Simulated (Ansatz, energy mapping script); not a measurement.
**MnSi: exchange couplings from total energies**

How strongly do the moments of MnSi couple under PBE? The plan is to run several orders and fit a Heisenberg model.

Method: PBE; plane waves, collinear spin, no spin–orbit coupling, in Ansatz 0.2.0.

The database entry behind the starting cell differs from later determinations by our own check (0.1 to 0.3 % short, probably kX units), so it need not match the best structure at ambient conditions.

In doubt: warnings of the run leave room for a lower electronic state (step 4), so energies may not be the lowest and differences between runs may mislead.

### Step 1. The starting structure

The structure is cubic, space group P2_13 (No. 198). The conventional cell has a = 4.548 Å, b = 4.548 Å, c = 4.548 Å, α = 90.00°, β = 90.00°, γ = 90.00°. Mn has 7 Si at 2.30 to 2.53 Å nearest. Nearest to Si lie 7 Mn at 2.30 to 2.53 Å. Farther neighbours are not listed.

As a file:

```cif
data_structure
_symmetry_space_group_name_H-M 'P 1'
_symmetry_Int_Tables_number 1
_cell_length_a 4.5480
_cell_length_b 4.5480
_cell_length_c 4.5480
_cell_angle_alpha 90.000
_cell_angle_beta 90.000
_cell_angle_gamma 90.000
_cell_volume 94.07
loop_
_atom_site_label
_atom_site_type_symbol
_atom_site_fract_x
_atom_site_fract_y
_atom_site_fract_z
_atom_site_occupancy
Mn1 Mn 0.13800 0.13800 0.13800 1
Mn2 Mn 0.36200 0.86200 0.63800 1
Mn3 Mn 0.63800 0.36200 0.86200 1
Mn4 Mn 0.86200 0.63800 0.36200 1
Si5 Si 0.84600 0.84600 0.84600 1
Si6 Si 0.65400 0.15400 0.34600 1
Si7 Si 0.34600 0.65400 0.15400 1
Si8 Si 0.15400 0.34600 0.65400 1
```

No correction acts on the open shell here, which makes this the cheap baseline.

### Step 2. Probe run

One run in the crystal's own cell, under PBE with U = 3.6 eV on Mn d, ortho-atomic projectors, shows which elements keep a moment. Transition or f elements with 0.3 μB or more enter the spin model; moments induced on other atoms do not.

File input.yaml:

```yaml
crystal:
  lattice:
    - [4.548, 0.0, 0.0]
    - [0.0, 4.548, 0.0]
    - [0.0, 0.0, 4.548]
  atoms:
    - { symbol: Mn, position: [0.138, 0.138, 0.138], spin: 3.5 }
    - { symbol: Mn, position: [0.362, 0.862, 0.638], spin: 3.5 }
    - { symbol: Mn, position: [0.638, 0.362, 0.862], spin: 3.5 }
    - { symbol: Mn, position: [0.862, 0.638, 0.362], spin: 3.5 }
    - { symbol: Si, position: [0.846, 0.846, 0.846] }
    - { symbol: Si, position: [0.654, 0.154, 0.346] }
    - { symbol: Si, position: [0.346, 0.654, 0.154] }
    - { symbol: Si, position: [0.154, 0.346, 0.654] }
magnetization:
  spin_polarized: true
kpoints:
  mp_grid: { grid: [7, 7, 7] }
hamiltonian:
  xc: pbe
  hubbard:
    sites: [{ species: Mn, l: d, u_eff: 3.6 }]
    projectors: ortho-atomic
scf:
  occupations: { method: fermi_dirac, width: 0.1 }
output:
  eigenvalues: true
```

Run with:

```sh
ansatz run input.yaml --threads 4 --pin off --max-ram 14336MiB --backend cpu --events-out ev --progress --plain --runs-dir out
```

Numbers of over 12 decimals in the logs are rounded to 6 here.

Log:

```text
Engine: ansatz 0.2.0, aarch64-unknown-linux-gnu
Pseudopotentials: kind: paw
Pseudopotential: Mn, paw, valence charge 15, recommended cutoff 420 eV (normal), Mn.paw.azcp
Pseudopotential: Si, paw, valence charge 4, recommended cutoff 420 eV (normal), Si.paw.azcp
Functional definition: PBE
  parameter kappa = 0.804
  parameter beta = 0.066725
  exchange = pbe_x(kappa = kappa, mu = beta*pi^2/3)
  correlation = pbe_c(beta = beta)
Crystal: 8 atoms, lattice volume = 94.072 Å³
Basis set: ecut = 420 eV, 1839 PW (Γ)
Bands: 54, of which v1, the nominal top of the filled ones, is band 38 counted from 1 (37 counted from 0)
Symmetry: 12 space group operations
Space group: P213 (ITA 198), of the structure as read, at distance tolerance 4.5e-5 Å
Magnetic group: BNS 198.9 (UNI 1511), of the structure as read, at distance tolerance 4.5e-5 Å
k-points: 24 of 343 (time reversal used)
Non-local potential: Mn, projectors of the file, l = 0: 3, l = 1: 2, l = 2: 3, l = 3: 1
Non-local potential: Si, projectors of the file, l = 0: 2, l = 1: 2, l = 2: 2
PAW form: soft (Blöchl's): semilocal exchange-correlation on the pseudo side does not see the compensation charge
PAW one-centre angular grid: Mn, 590 points (default); XC on 64 Gauss nodes
PAW one-centre angular grid: Si, 110 points (default); XC on 64 Gauss nodes
Initial density: superposition of atomic densities (chi_scale 0.1, normalization cell)
Starting moments: Σ|m| = 14 μB on 4 of 8 sites
Initial wavefunctions: pseudopotential atomic-orbital guess
Functional: x = pbe(κ = 0.804, μ = 0.219515), c = pbe(β = 0.066725)
iter 1 solved again at ethr=1.90e-3 eV; its pass at ethr=3.10e-3 eV (dr2=1.44e0 eV) is discarded
SCF iter   1: F=—  HF=-18127.544090 eV  |F-HF|=—  |Δ(HF+E_count)|=         —  Δρ=3.29e-2 (↑3.29e-2 ↓3.23e-2)  dr2=1.44e0  dr2_m=6.54e-1  M=10.829 μB ∫|m|=12.970 μB  β_m=0.30  ethr=1.90e-3  ⟨swp⟩=1.0  Hψ=13311  notcnv=0
preconditioner: auto → Kerker (q_TF=auto, 2.633 Å⁻¹)  [metal: Δε(μ)=0.012 eV  Ē_g=8.338 eV  σ=0.100 eV  W_gap=0.03  n_scr=26 (ndim 8)  ℏωp=25.4 eV  f_vac=0.000  D(μ)=3.94/eV (n_scr^D=26)]
spin=Collinear: Kerker preconditioning applied to the charge; magnetization (m = ρ↑ − ρ↓) channel mixes plain (no charge-response kernel on spin).
SCF iter   2: F=—  HF=-18128.409069 eV  |F-HF|=—  |Δ(HF+E_count)|=   8.65e-1  Δρ=2.65e-2 (↑2.61e-2 ↓2.65e-2)  dr2=1.02e0  dr2_m=4.23e-1  M=10.562 μB ∫|m|=12.931 μB  β_m=0.30  ethr=1.89e-3  ⟨swp⟩=2.0  Hψ=3281  notcnv=0
SCF iter   3: F=—  HF=-18128.658962 eV  |F-HF|=—  |Δ(HF+E_count)|=   2.50e-1  Δρ=2.27e-2 (↑2.27e-2 ↓1.40e-2)  dr2=2.29e-1  dr2_m=2.50e-1  M=10.491 μB ∫|m|=13.036 μB  β_m=0.30  ethr=1.35e-3  ⟨swp⟩=3.1  Hψ=4871  notcnv=0
[...]
SCF 1 converged in 19 iterations: F = -18129.252190 eV  dr2 = 2.49e-8
[...]
Symmetry: 2 space group operations
k-points: 100 of 343 (time reversal used)
[...]
Starting moments: Σ|m| = 14 μB on 4 of 8 sites; this step starts from the density that it was given
[...]
spin=Collinear: Kerker preconditioning applied to the charge; magnetization (m = ρ↑ − ρ↓) channel mixes plain (no charge-response kernel on spin).
[...]
SCF 2 converged in 6 iterations: F = -18129.252190 eV  dr2 = 1.27e-8
[...]
spin=Collinear: Kerker preconditioning applied to the charge; magnetization (m = ρ↑ − ρ↓) channel mixes plain (no charge-response kernel on spin).
[...]
SCF 3 converged in 6 iterations: F = -18129.252190 eV  dr2 = 1.30e-8
[...]
an SCF from another whole filling of 4 corrected shells (4 electrons), with 10 of the crystal's symmetry operations given up (100 k-points in place of 24), reached no lower state that the run goes on to. This is no proof of a minimum. Whole fillings of corrected shells: 2 of 2 tried, 0 with no close
SCF converged after 19 iterations
Magnetization: 9.7369 μB (42.8685 up, 33.1315 down)
Absolute magnetization: 12.6605 μB (∫|ρ↑−ρ↓|, with the PAW one-centre terms)
Spin contamination: 0.8765 ħ² per cell (⟨S²⟩ above its minimum at these occupations)
Per-site moments (μB) at R_I (Å): [(2.675709, 0.948829), (2.675709, 0.948829), (2.675709, 0.948829), (2.675709, 0.948829), (-0.192866, 0.948829), (-0.192866, 0.948829), (-0.192866, 0.948829), (-0.192866, 0.948829)]
Free energy (F): -18129.252190 eV
Harris-Foulkes:  -18129.252190 eV  (|F-HF|=1.17e-8)
Internal energy: -18129.144541 eV  (E = F + TS)
E sigma→0 (E₀):  -18129.198365 eV
Entropy (-TS):   -0.107648 eV (-13.456 meV/atom)
Fermi energy:    16.121405 eV
--- Per-component energies (eV) ---
  E_band       = -743.840677
  E_kinetic    = 1415.840066
  E_local      = -8639.517277  (includes V_loc(G=0)·N_el)
  E_nonlocal   = 1075.232879
  E_hartree    = 3714.975053
  E_xc         = -689.997362
  E_vxc        = -788.681851  (∫ρ·V_xc dr)
  E_hubbard    = 10.889019  (on-site DFT+U / exact-exchange correction)
  E_vhub       = -21.945278  (the Hubbard potential's part of the band-sum identity)
  E_paw        = -7258.174361  (= ΣΔE_a)
  E_vpaw       = -1214.737723  (= ΣTr[D̂ρ^β])
  E_aug_tail   = -0.000014  (compensation charges beyond the density's cutoff)
  E_ewald      = -7758.392544
  E_smearing   = -0.107648  (= −TS)
  E_closure    = 0.000000  (closes the sum)
  Σ components = -18129.252190   (vs F -18129.252190, Δ=0.00e0)
--- Band table (eV; the first three rows and the last of 48) ---
  k-point 0 ↑: bands = [... 34 lower, 12.5598, 13.6856, 13.6856, 13.9986, 13.9986, 13.9986, 14.9189, 14.9189, ... 12 higher]
  k-point 1 ↑: bands = [... 34 lower, 12.7527, 13.6292, 13.6398, 13.6558, 13.8677, 14.2406, 14.7319, 14.8545, ... 12 higher]
  k-point 2 ↑: bands = [... 34 lower, 12.9515, 13.2271, 13.4469, 13.5298, 13.9016, 14.0359, 14.6645, 14.6847, ... 12 higher]
  k-point 23 ↓: bands = [... 34 lower, 17.3888, 17.4068, 17.5239, 17.6185, 17.6430, 17.7753, 18.5906, 18.6320, ... 12 higher]
Occupation matrices written to <dir>
```

The job ended after 4 min (4 threads of Arm Neoverse V2, shared host; peak memory 2.9 GiB; 16 min of CPU time).

The column dr2 measures how far the density is from self-consistency, as an energy; F and HF (Harris–Foulkes) agree once it is small.

Spin moment in the sphere by atom:

| atom | spin moment in the sphere (μB) |
| --- | --- |
| Mn1 | 2.68 |
| Mn2 | 2.68 |
| Mn3 | 2.68 |
| Mn4 | 2.68 |
| Si5 | -0.19 |
| Si6 | -0.19 |
| Si7 | -0.19 |
| Si8 | -0.19 |

The run ends ferromagnetic; Mn carries the moments.

### Step 3. Run 1 (parallel; cell A, 8 atoms)

The parallel order is the zero of energy for this cell and mesh.

input.yaml: that of step 2 with these lines changed.

```diff
@@ -20,5 +20,2 @@
   xc: pbe
-  hubbard:
-    sites: [{ species: Mn, l: d, u_eff: 3.6 }]
-    projectors: ortho-atomic
 scf:
@@ -27 +24,5 @@
   eigenvalues: true
+  write_density: true
+  write_potential: true
+  elf: true
+  volumetric_format: npy
```

Log:

```text
[...]
Crystal: 8 atoms, lattice volume = 94.072 Å³
Basis set: ecut = 420 eV, 1839 PW (Γ)
Bands: 54, of which v1, the nominal top of the filled ones, is band 38 counted from 1 (37 counted from 0)
Symmetry: 12 space group operations
[...]
k-points: 24 of 343 (time reversal used)
[...]
Starting moments: Σ|m| = 14 μB on 4 of 8 sites
[...]
SCF iter   1: F=—  HF=-18145.284627 eV  |F-HF|=—  |Δ(HF+E_count)|=         —  Δρ=2.08e-1 (↑2.08e-1 ↓1.13e-1)  dr2=8.81e0  dr2_m=2.16e1  M=4.257 μB ∫|m|=5.287 μB  β_m=0.30  ethr=3.10e-3  ⟨swp⟩=7.3  Hψ=10216  notcnv=0
[...]
SCF iter  12: F=-18142.338694 eV  HF=-18142.338694 eV  |F-HF|=1.02e-10  |Δ(HF+E_count)|=  8.37e-11  Δρ=2.93e-7 (↑2.93e-7 ↓2.69e-7)  dr2=1.56e-10  dr2_m=1.09e-11  M=3.890 μB ∫|m|=4.545 μB  ethr=4.07e-12  ⟨swp⟩=7.5  Hψ=9274  notcnv=0
SCF 1 converged in 12 iterations: F = -18142.338694 eV  dr2 = 1.56e-10
[...]
SCF converged after 12 iterations
Magnetization: 3.8901 μB (39.9450 up, 36.0550 down)
Absolute magnetization: 4.5452 μB (∫|ρ↑−ρ↓|, with the PAW one-centre terms)
[...]
Per-site moments (μB) at R_I (Å): [(0.990905, 0.948829), (0.990905, 0.948829), (0.990905, 0.948829), (0.990905, 0.948829), (-0.042281, 0.948829), (-0.042281, 0.948829), (-0.042281, 0.948829), (-0.042281, 0.948829)]
Free energy (F): -18142.338694 eV
[...]
Internal energy: -18142.155612 eV  (E = F + TS)
E sigma→0 (E₀):  -18142.247153 eV
Entropy (-TS):   -0.183082 eV (-22.885 meV/atom)
Fermi energy:    15.737695 eV
[...]
--- Band table (eV; the first three rows and the last of 48) ---
  k-point 0 ↑: bands = [... 34 lower, 13.8246, 15.3384, 15.3384, 15.3384, 15.4031, 15.4031, 16.4483, 16.4483, ... 12 higher]
  k-point 1 ↑: bands = [... 34 lower, 14.0476, 15.1526, 15.1669, 15.3668, 15.4089, 15.5926, 16.2244, 16.3972, ... 12 higher]
  k-point 2 ↑: bands = [... 34 lower, 14.1429, 14.8151, 15.0852, 15.2616, 15.4396, 15.6929, 16.0376, 16.2526, ... 12 higher]
  k-point 23 ↓: bands = [... 34 lower, 15.7502, 15.8145, 15.8923, 15.9107, 15.9896, 16.0100, 16.8569, 16.8786, ... 12 higher]
```

Elapsed: 9.8 s, on 4 threads; peak memory 0.51 GiB; 37 s of CPU time.

Spin moment in the sphere by atom:

| atom | spin moment in the sphere (μB) |
| --- | --- |
| Mn1 | 0.991 |
| Mn2 | 0.991 |
| Mn3 | 0.991 |
| Mn4 | 0.991 |
| Si5 | -0.042 |
| Si6 | -0.042 |
| Si7 | -0.042 |
| Si8 | -0.042 |

The run ends ferromagnetic.

Spin density in the ac plane at fractional y = 0.138, with atoms of Mn and Si within 0.2 Å of it.

Ten even steps from '0' (0.0 e/Å³) to '9' (1.7 e/Å³), each cell a mean:
```
00000000000000
00000000000000
00000000000000
00000000000000
00000000000000
00000000000000
00000000000000
00000000000000
00000000000000
01100000000000
14410000000000
27941000000000
15841000000000
01210000000000
```
Columns run along a (4.5 Å), rows up along c (4.5 Å). Atoms in or near the plane, at fractional coordinates: Mn at (0.14, 0.14), Si at (0.65, 0.35).

ELF in the ac plane at fractional y = 0.138, with atoms of Mn and Si within 0.2 Å of it. It is the smooth field of the valence electrons, not physical close to the nuclei.

Values, 14 rows by 14 columns, each cell a mean:
```
0.21 0.18 0.20 0.19 0.22 0.29 0.28 0.21 0.18 0.20 0.26 0.41 0.48 0.38
0.39 0.34 0.34 0.37 0.39 0.36 0.28 0.20 0.17 0.19 0.25 0.40 0.50 0.49
0.52 0.55 0.57 0.57 0.51 0.41 0.32 0.24 0.19 0.21 0.28 0.38 0.45 0.49
0.49 0.58 0.64 0.62 0.52 0.40 0.36 0.34 0.29 0.29 0.31 0.33 0.34 0.38
0.40 0.54 0.64 0.64 0.51 0.37 0.36 0.42 0.45 0.43 0.38 0.29 0.24 0.27
0.36 0.54 0.67 0.65 0.51 0.37 0.40 0.54 0.63 0.61 0.51 0.33 0.22 0.22
0.37 0.54 0.66 0.64 0.52 0.44 0.53 0.64 0.65 0.57 0.49 0.41 0.31 0.27
0.35 0.42 0.50 0.53 0.49 0.51 0.62 0.61 0.41 0.30 0.29 0.43 0.46 0.37
0.25 0.20 0.21 0.26 0.35 0.53 0.66 0.51 0.27 0.34 0.25 0.47 0.60 0.44
0.23 0.30 0.32 0.22 0.20 0.43 0.66 0.55 0.28 0.29 0.30 0.58 0.62 0.36
0.39 0.62 0.68 0.47 0.23 0.30 0.63 0.66 0.45 0.35 0.46 0.65 0.52 0.26
0.53 0.81 0.87 0.68 0.33 0.22 0.52 0.66 0.65 0.61 0.63 0.60 0.37 0.21
0.46 0.74 0.81 0.62 0.29 0.19 0.41 0.52 0.53 0.52 0.52 0.49 0.31 0.18
0.26 0.45 0.53 0.38 0.19 0.21 0.33 0.34 0.31 0.31 0.35 0.43 0.38 0.21
```
Columns run along a (4.5 Å), rows up along c (4.5 Å). Atoms in or near the plane, at fractional coordinates: Mn at (0.14, 0.14), Si at (0.65, 0.35).

### Step 4. Order 2: compensated ++−−, cell A of 8 atoms

Reversing part of the moments probes the couplings between the two sets.

input.yaml: that of step 3 with these lines changed.

```diff
@@ -8,4 +8,4 @@
     - { symbol: Mn, position: [0.362, 0.862, 0.638], spin: 3.5 }
-    - { symbol: Mn, position: [0.638, 0.362, 0.862], spin: 3.5 }
-    - { symbol: Mn, position: [0.862, 0.638, 0.362], spin: 3.5 }
+    - { symbol: Mn, position: [0.638, 0.362, 0.862], spin: -3.5 }
+    - { symbol: Mn, position: [0.862, 0.638, 0.362], spin: -3.5 }
     - { symbol: Si, position: [0.846, 0.846, 0.846] }
```

Log:

```text
[...]
Crystal: 8 atoms, lattice volume = 94.072 Å³
Basis set: ecut = 420 eV, 1839 PW (Γ)
Bands: 54, of which v1, the nominal top of the filled ones, is band 38 counted from 1 (37 counted from 0)
Symmetry: 2 space group operations
[...]
k-points: 100 of 343 (time reversal used)
[...]
Starting moments: Σ|m| = 14 μB on 4 of 8 sites
Starting magnetic order: altermagnet, d-wave, planar spin-momentum locking; spin-degenerate planes through Γ normal to [0 1 0], [1 0 0] of the run's lattice
[...]
SCF iter   1: F=—  HF=-18145.888624 eV  |F-HF|=—  |Δ(HF+E_count)|=         —  Δρ=1.80e-1 (↑1.80e-1 ↓1.80e-1)  dr2=9.26e0  dr2_m=2.52e1  M=0.000 μB ∫|m|=4.493 μB  β_m=0.30  ethr=3.10e-3  ⟨swp⟩=5.2  Hψ=40666  notcnv=0  defer=228
[...]
SCF iter  19: F=-18142.161058 eV  HF=-18142.161058 eV  |F-HF|=1.34e-9  |Δ(HF+E_count)|=  8.73e-10  Δρ=7.61e-7 (↑7.61e-7 ↓6.12e-7)  dr2=1.64e-9  dr2_m=1.50e-10  M=0.000 μB ∫|m|=2.141 μB  ethr=3.85e-12  ⟨swp⟩=8.4  Hψ=43001  notcnv=0
SCF 1 converged in 19 iterations: F = -18142.161058 eV  dr2 = 1.64e-9
[...]
Following the negative reading down, search 1: the free energy F (with its fill's electron-count term) along its direction. At the converged state itself: F - F(close) = -1.266e-9 eV
  point 1 (+, 4.0e-4 eV away): F - F(close) = -3.702e-6 eV
  point 2 (+, 1.6e-3 eV away): F - F(close) = -1.448e-5 eV
  point 3 (+, 6.4e-3 eV away): F - F(close) = -5.748e-5 eV
  point 4 (+, 2.6e-2 eV away): F - F(close) = -2.236e-4 eV
  point 5 (+, 1.0e-1 eV away): F - F(close) = -8.323e-4 eV
  point 6 (+, 4.1e-1 eV away): F - F(close) = -2.596e-3 eV
  point 7 (+, 1.6e0 eV away): F - F(close) = -2.034e-3 eV
  point 8 (-, 2.6e-2 eV away): F - F(close) = -2.367e-4 eV
  point 9 (-, 1.0e-1 eV away): F - F(close) = -9.400e-4 eV
  point 10 (-, 4.1e-1 eV away): F - F(close) = -3.467e-3 eV
  point 11 (-, 1.6e0 eV away): F - F(close) = -8.875e-3 eV
  point 12 (-, 6.6e0 eV away): F - F(close) = +1.697e-2 eV
[...]
SCF 2 converged in 12 iterations: F = -18142.338694 eV  dr2 = 1.63e-8
[...]
The result is that of the SCF that stage 1 started: 0.18 eV lower in free energy than the state whose close was followed first; 19 iterations were spent on what was left
WARN: the starting moments were not kept: 2 of 4 ended reversed and 2 kept their direction, counting a site from 0.1 of the cell's largest site moment. The largest reversed, site 1 (counted from 0, in the order of the report's site_moments_mub), started with +3.5 μB and closes at -9.9e-1 μB in its sphere. The starting moments cancel, and the net magnetisation is 3.9e0 μB in size, over 0.1 of its absolute magnetisatio [...]
SCF converged after 12 iterations
Magnetization: -3.8901 μB (36.0550 up, 39.9450 down)
Absolute magnetization: 4.5452 μB (∫|ρ↑−ρ↓|, with the PAW one-centre terms)
[...]
Per-site moments (μB) at R_I (Å): [(-0.990901, 0.948829), (-0.990901, 0.948829), (-0.990907, 0.948829), (-0.990907, 0.948829), (0.042282, 0.948829), (0.042282, 0.948829), (0.042282, 0.948829), (0.042282, 0.948829)]
Free energy (F): -18142.338694 eV
[...]
Internal energy: -18142.155612 eV  (E = F + TS)
E sigma→0 (E₀):  -18142.247153 eV
Entropy (-TS):   -0.183081 eV (-22.885 meV/atom)
Fermi energy:    15.737716 eV
[...]
--- Band table (eV; the first three rows and the last of 200) ---
  k-point 0 ↑: bands = [... 34 lower, 14.3224, 16.3714, 16.3714, 16.3714, 16.6926, 16.6926, 17.2402, 17.2403, ... 12 higher]
  k-point 1 ↑: bands = [... 34 lower, 14.6007, 16.1566, 16.2718, 16.5222, 16.6369, 16.6816, 17.0129, 17.1653, ... 12 higher]
  k-point 2 ↑: bands = [... 34 lower, 14.7846, 15.7556, 16.2289, 16.5069, 16.5726, 16.6543, 16.8653, 16.9727, ... 12 higher]
  k-point 99 ↓: bands = [... 34 lower, 14.4647, 14.6270, 14.7151, 14.7725, 15.1438, 15.1828, 16.2289, 16.3219, ... 12 higher]
```

Elapsed: 3.2 min, on 4 threads; peak memory 1.3 GiB; 12 min of CPU time.

Spin moment in the sphere by atom:

| atom | spin moment in the sphere (μB) |
| --- | --- |
| Mn1 | -0.991 |
| Mn2 | -0.991 |
| Mn3 | -0.991 |
| Mn4 | -0.991 |
| Si5 | 0.042 |
| Si6 | 0.042 |
| Si7 | 0.042 |
| Si8 | 0.042 |

The run ends ferromagnetic, not as typed: a moment turned or collapsed in the SCF or in the program's search for a lower state.

Spin density in the ac plane at fractional y = 0.138, with atoms of Mn and Si within 0.2 Å of it.

Ten even steps from '0' (-1.7 e/Å³) to '9' (0.0 e/Å³), each cell a mean:
```
99999999999999
99999999999999
99999999999999
99999999999999
99999999999999
99999999999999
99999999999999
99999999999999
99999999999999
98899999999999
85589999999999
72058999999999
84158999999999
98789999999999
```
Columns run along a (4.5 Å), rows up along c (4.5 Å). Atoms in or near the plane, at fractional coordinates: Mn at (0.14, 0.14), Si at (0.65, 0.35).

ELF in the ac plane at fractional y = 0.138, with atoms of Mn and Si within 0.2 Å of it. It is the smooth field of the valence electrons, not physical close to the nuclei.

Ten even steps from '0' (0.17) to '9' (0.87), each cell a mean:
```
00000110001342
32223210001344
45554321001244
45665322111223
35664223332111
25764235664200
25664356654321
23454466311342
10012564121463
01200365111562
36740166324651
59972047666620
48961034544420
14520022112320
```
Columns run along a (4.5 Å), rows up along c (4.5 Å). Atoms in or near the plane, at fractional coordinates: Mn at (0.14, 0.14), Si at (0.65, 0.35).

### Step 5. The same order with other settings

The input is changed once more, to see how this run answers a poor choice.

input.yaml: that of step 4 with these lines changed.

```diff
@@ -17,3 +17,3 @@
 kpoints:
-  mp_grid: { grid: [7, 7, 7] }
+  mp_grid: { grid: [0, 7, 7] }
 hamiltonian:
@@ -22,7 +22,4 @@
   occupations: { method: fermi_dirac, width: 0.1 }
+  max_iter: 75
 output:
   eigenvalues: true
-  write_density: true
-  write_potential: true
-  elf: true
-  volumetric_format: npy
```

Log:

```text
Error: invalid value for `kpoints.mp_grid.grid`: each dimension must be in 1..=255
```

It took 0.05 s on 4 threads; peak memory 0.074 GiB.

The input was rejected at the start.

The program's message: “Error: invalid value for `kpoints.mp_grid.grid`: each dimension must be in 1..=255”

The change that led to it: kpoints.mp_grid.grid = [0, 7, 7].

(Part 1 of 2 ends here.)

[Logs and program files are shortened in this print: banners, set-up blocks, solver, clock and traceback lines can be left out without a mark of their own.]

[Logs are printed without paths, hosts, clocks, repeated set-up lines and the standing remarks that a program may print on its own settings, such as how far it seeks lower states.]

[Hosts, paths, dates, database ids (printed as entryN), source tags and the programs' standing remarks are cut or masked in the printed files.]

[Where a cell is said to come from a database of computed structures, the database is the Materials Project.]
